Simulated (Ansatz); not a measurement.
# A hypothetical structure for Tl3Cd2Bi, part 2 of 2

Starting from a made-up structure for Tl3Cd2Bi, the aim is the relaxed cell, its shortest contacts and, where a second run follows, its electronic structure.

Ansatz 0.2.0; DFT, PBE, plane-wave PAW, files of the set soft_1, scalar-relativistic, no spin, cell and ions relaxed at zero pressure; PAW set soft_1 (the session's first sound run).

So far: The structure; Relaxation of the guess. The relaxed cell has a = 6.316, c = 5.528 Å (conventional setting).

### Step 3. Electronic structure of the relaxed cell

With the geometry fixed, one more self-consistent run, with a narrower smearing and the mesh shown in its input, gives the bands, and its pressure, and its forces where symmetry allows any, show how far the geometry depends on these settings.

This step: DFT, PBE, plane-wave PAW, files of the set soft_1, scalar-relativistic, no spin, bands and density of states at the relaxed cell; PAW set soft_1 (Ansatz 0.2.0).

input.yaml reads:

```yaml
crystal:
  lattice:
    - [6.316403156, 0.0, 0.0]
    - [-3.158201578, 5.4701655936, 0.0]
    - [0.0, 0.0, 5.5275413009]
  atoms:
    - { symbol: Bi, position: [0.0, 0.0, 0.0] }
    - { symbol: Tl, position: [0.5, 0.0, 0.5] }
    - { symbol: Tl, position: [0.5, 0.5, 0.5] }
    - { symbol: Tl, position: [0.0, 0.5, 0.5] }
    - { symbol: Cd, position: [0.6666666667, 0.3333333333, 0.0] }
    - { symbol: Cd, position: [0.3333333333, 0.6666666667, 0.0] }
kpoints:
  mp_grid: { grid: [6, 6, 6] }
  band_path:
    path:
      - [[0.0, 0.0, 0.0], [0.5, 0.0, 0.0], [0.33333333, 0.33333333, 0.0], [0.0, 0.0, 0.0], [0.0, 0.0, 0.5], [0.5, 0.0, 0.5], [0.33333333, 0.33333333, 0.5], [0.0, 0.0, 0.5]]
      - [[0.5, 0.0, 0.5], [0.5, 0.0, 0.0]]
      - [[0.33333333, 0.33333333, 0.0], [0.33333333, 0.33333333, 0.5]]
    npoints: 8
scf:
  occupations: { method: fermi_dirac, width: 0.03 }
  n_extra_bands: 10
hamiltonian:
  xc: pbe
  pseudopotentials: { kind: paw, azcp: { folder: soft_1 } }
output:
  forces: true
  stress: true
  write_bands: true
  dos: { projected: true }
  write_density: true
  write_potential: true
  elf: true
  volumetric_format: npy
```

Started as:

```sh
> ansatz run input.yaml --threads 4 --pin off --max-ram 10240MiB --backend cpu --events-out ev --progress --plain --runs-dir out
```

Numbers of over 12 decimals in the logs are rounded to 6 here.

The program printed:

```text
[...]
Crystal: 6 atoms, lattice volume = 190.986 Å³
Basis set: ecut = 420 eV, 3715 PW (Γ), exchange–correlation on 90×90×80 points (8 copies of the dense FFT grid, shifted against one another)
Bands: 57, of which v1, the nominal top of the filled ones, is band 47 counted from 1 (46 counted from 0)
Symmetry: 24 space group operations
[...]
k-points: 28 of 216
[...]
SCF iter   1: F=—  HF=-63246.961559 eV  |F-HF|=—  |Δ(HF+E_count)|=         —  Δρ=2.20e-2  dr2=4.09e0  ethr=3.10e-3  ⟨swp⟩=7.0  Hψ=5835  notcnv=0
[...]
SCF iter   8: F=-63246.067876 eV  HF=-63246.067876 eV  |F-HF|=4.18e-9  |Δ(HF+E_count)|=   9.20e-8  Δρ=3.73e-6  dr2=2.21e-8  ethr=1.06e-10  ⟨swp⟩=14.6  Hψ=11844  notcnv=0
SCF 1 converged in 8 iterations: F = -63246.067876 eV  dr2 = 2.21e-8
[...]
NSCF: frozen V_eff on 75 k-points
SCF converged after 8 iterations
Free energy (F): -63246.067876 eV
[...]
Internal energy: -63246.057655 eV  (E = F + TS)
E sigma→0 (E₀):  -63246.062766 eV
Entropy (-TS):   -0.010221 eV (-1.703 meV/atom)
Fermi energy:    9.319932 eV
[...]
--- Stress (GPa, compression-positive) ---
        0.212159       0.000000       0.000000
        0.000000       0.212159       0.000000
        0.000000       0.000000      -0.347822
  P = ⅓ Tr σ = 0.0255 GPa (0.255 kbar)
--- Band table (eV; the first three rows and the last of 28) ---
  k-point 0: bands = [... 43 lower, 6.9612, 7.4088, 7.4088, 7.5598, 10.3042, 10.8477, 10.8477, 11.0096, ... 6 higher]
  k-point 1: bands = [... 43 lower, 6.1022, 7.5547, 7.5547, 8.7307, 10.2019, 10.3262, 10.4565, 10.4565, ... 6 higher]
  k-point 2: bands = [... 43 lower, 6.3611, 7.9639, 7.9639, 9.0413, 9.1352, 9.5136, 9.5136, 9.6554, ... 6 higher]
  k-point 27: bands = [... 43 lower, 5.0597, 8.3799, 9.2347, 9.8517, 9.8517, 10.3312, 10.3312, 12.7714, ... 6 higher]
```

It took 11 s on 4 threads of Arm Neoverse V1, shared host; peak memory 0.84 GiB.

The column dr2 measures how far the density is from self-consistency, as an energy; F and HF (Harris–Foulkes) agree once it is small.

This step gave:

* free energy: -63246.0679 eV
* energy at zero smearing: -63246.0628 eV
* smearing term TS: 0.01022 eV
* Fermi energy: 9.320 eV
* pressure: 0.02550 GPa

From bands.tsv, the bands that come nearest the Fermi level along the path, at its corners, in eV from the Fermi level:

| point | band 44 | band 45 | band 46 | band 47 | band 48 | band 49 | band 50 | band 51 |
| --- | --- | --- | --- | --- | --- | --- | --- | --- |
| Γ | -2.36 | -1.91 | -1.91 | -1.76 | 0.98 | 1.53 | 1.53 | 1.69 |
| M | -1.75 | -0.88 | -0.87 | -0.72 | 0.05 | 1.15 | 1.27 | 2.47 |
| K | -1.87 | -0.38 | -0.36 | -0.36 | -0.31 | -0.31 | 1.23 | 2.46 |
| Γ | -2.36 | -1.91 | -1.91 | -1.76 | 0.98 | 1.53 | 1.53 | 1.69 |
| A | -2.77 | -0.94 | -0.94 | -0.67 | -0.37 | -0.24 | -0.24 | -0.24 |
| L | -3.00 | -2.07 | -2.01 | 0.84 | 1.29 | 2.32 | 2.43 | 2.75 |
| H | -4.26 | -0.94 | -0.09 | 0.53 | 0.53 | 1.01 | 1.01 | 3.45 |
| A | -2.77 | -0.94 | -0.94 | -0.67 | -0.37 | -0.24 | -0.24 | -0.24 |
| L | -3.00 | -2.07 | -2.01 | 0.84 | 1.29 | 2.32 | 2.43 | 2.75 |
| M | -1.75 | -0.88 | -0.87 | -0.72 | 0.05 | 1.15 | 1.27 | 2.47 |
| K | -1.87 | -0.38 | -0.36 | -0.36 | -0.31 | -0.31 | 1.23 | 2.46 |
| H | -4.26 | -0.94 | -0.09 | 0.53 | 0.53 | 1.01 | 1.01 | 3.45 |

Counts of states for the cell as run, both spins, by energy window (eV from the Fermi level):

```csv
from,to,total
-8,-7,1.89
-7,-6,1.27
-6,-5,0.48
-5,-4,2.91
-4,-3,1.02
-3,-2,1.71
-2,-1,3.65
-1,0,2.80
0,1,3.47
1,2,3.53
2,3,3.50
3,4,2.58
```

A further 78.2 states lie below the table's range.

ELF in the ab plane at fractional z = 0.000, with atoms of Bi and Cd within 0.2 Å of it. It is the smooth field of the valence electrons, not physical close to the nuclei.

Values, 10 rows by 16 columns, each cell a mean:
```
0.21 0.36 0.41 0.34 0.22 0.18 0.18 0.17 0.17 0.17 0.19 0.28 0.39 0.42 0.28 0.16
0.41 0.38 0.29 0.21 0.20 0.25 0.29 0.28 0.22 0.19 0.20 0.30 0.39 0.42 0.41 0.40
0.28 0.22 0.19 0.23 0.38 0.63 0.64 0.39 0.25 0.19 0.20 0.25 0.32 0.35 0.35 0.33
0.17 0.18 0.22 0.35 0.67 0.85 0.57 0.31 0.20 0.17 0.17 0.19 0.21 0.21 0.21 0.19
0.15 0.18 0.23 0.32 0.38 0.34 0.25 0.19 0.15 0.17 0.19 0.22 0.23 0.21 0.19 0.16
0.15 0.18 0.19 0.20 0.20 0.19 0.17 0.16 0.18 0.26 0.39 0.51 0.41 0.29 0.20 0.16
0.20 0.23 0.24 0.24 0.22 0.19 0.17 0.19 0.27 0.48 0.86 0.82 0.43 0.25 0.19 0.18
0.36 0.39 0.39 0.38 0.32 0.23 0.19 0.21 0.31 0.44 0.52 0.37 0.24 0.20 0.23 0.30
0.36 0.35 0.41 0.41 0.36 0.24 0.19 0.19 0.22 0.24 0.22 0.20 0.21 0.29 0.38 0.41
0.17 0.17 0.39 0.41 0.33 0.21 0.17 0.16 0.16 0.16 0.17 0.21 0.32 0.41 0.38 0.20
```
Columns run along a (6.3 Å), rows up along b (6.3 Å). Atoms in or near the plane, at fractional coordinates: Bi at (0.00, 0.00), Cd at (0.67, 0.33), Cd at (0.33, 0.67).

Valence density in the ab plane at fractional z = 0.000, with atoms of Bi and Cd within 0.2 Å of it. It is the smooth field of the valence electrons, not physical close to the nuclei.

Ten steps, logarithmic in the rise over the least value, from '_' (0 e/Å³) to '@' (23 e/Å³), each cell a mean:
```
##++--..____________________..==**##
++--..______________________..==++**
--..______..::::::..________..--====
..______..--++**++::________........
______..--##%%%%**::________________
______::**@@@@%%++..________________
____..==##@@@@##--__________________
____..==**##**==..__________________
____..::====::..________..::::..____
______......________..--++**++::____
__________________..==##%%%%**::____
__________________::**@@@@%%++::____
________________..==##@@@@##--..____
__......________..==**##**--..______
::--::::..______..::====::..______..
++++==::..________......________..--
##**++--..____________________..--++
####++::____________________..--++##
```
Columns run along a (6.3 Å), rows up along b (6.3 Å). Atoms in or near the plane, at fractional coordinates: Bi at (0.00, 0.00), Cd at (0.67, 0.33), Cd at (0.33, 0.67).

Electrostatic potential energy in the ab plane at fractional z = 0.000, with atoms of Bi and Cd within 0.2 Å of it. With pseudopotentials it is smooth inside the atoms' cores, unlike the true potential.

Ten even steps from '_' (-42 eV) to '@' (12 eV), each cell a mean:
```
____++%%@@@@@@@@@@@@@@@@@@@@%%--____
..==%%@@@@@@@@@@@@@@@@@@@@@@##--____
**%%@@@@@@@@%%####%%@@@@@@@@%%++----
@@@@@@@@%%**++==++##@@@@@@@@%%%%##%%
@@@@@@@@**==----==##@@@@@@@@@@@@@@@@
@@@@@@##==--::--++%%@@@@@@@@@@@@@@@@
@@@@%%**==----==**@@@@@@@@@@@@@@@@@@
@@@@%%**======**%%@@@@@@@@@@@@@@@@@@
@@@@%%##++**##%%@@@@@@@@%%####%%@@@@
@@@@@@%%%%%%@@@@@@@@%%**++==++##@@@@
@@@@@@@@@@@@@@@@@@%%**==----==##@@@@
@@@@@@@@@@@@@@@@@@##==--::--++%%@@@@
@@@@@@@@@@@@@@@@%%**==----==**@@@@@@
@@%%%%%%@@@@@@@@%%++======**%%@@@@@@
**++++##%%@@@@@@%%##****##@@@@@@@@%%
::..::++%%@@@@@@@@%%%%%%@@@@@@@@%%++
____..++%%@@@@@@@@@@@@@@@@@@@@%%==__
____::**@@@@@@@@@@@@@@@@@@@@@@**..__
```
Columns run along a (6.3 Å; values clipped at the 3rd and 97th percentile), rows up along b (6.3 Å). Atoms in or near the plane, at fractional coordinates: Bi at (0.00, 0.00), Cd at (0.67, 0.33), Cd at (0.33, 0.67).

### Step 4. Outcome

| Quantity | Value |
| --- | --- |
| space group, relaxed | P6/mmm |
| conventional cell | a = 6.316, b = 6.316, c = 5.528 Å; α = 90.0°, β = 90.0°, γ = 120.0° |
| volume per atom | 31.83 Å³ (guess 26.97) |

**Reading.** Tl3Cd2Bi relaxes to P6/mmm with a = 6.316, b = 6.316 and c = 5.528 Å. The guessed volume was 15 % too small. The space group P6/mmm was held in the relaxation, so the end point is a stationary structure within it and may be a saddle against distortions or other arrangements. Bands cross the Fermi level, so it is a metal or semimetal at this level. On the 6×6×6 mesh with the narrower smearing (relaxed on 5×5×6) the forces vanish, as symmetry may demand, and the largest stress component is 0.348 GPa, against the relaxation's thresholds of 0.015 eV/Å and 0.05 GPa. The cutoff wasn't tested. A vector of the cell changed its length by 19 %, more than the volume shows. Spin-orbit coupling is left out, which can matter for elements this heavy. No dispersion term is used, so weakly bound directions may come out too long. Nothing here tests whether the compound is stable against decomposition.

[Logs are printed without paths, hosts, clocks, repeated set-up lines and the standing remarks that a program may print on its own settings, such as how far it seeks lower states.]

[Hosts, paths, dates, database ids (printed as entryN), source tags and the programs' standing remarks are cut or masked in the printed files.]
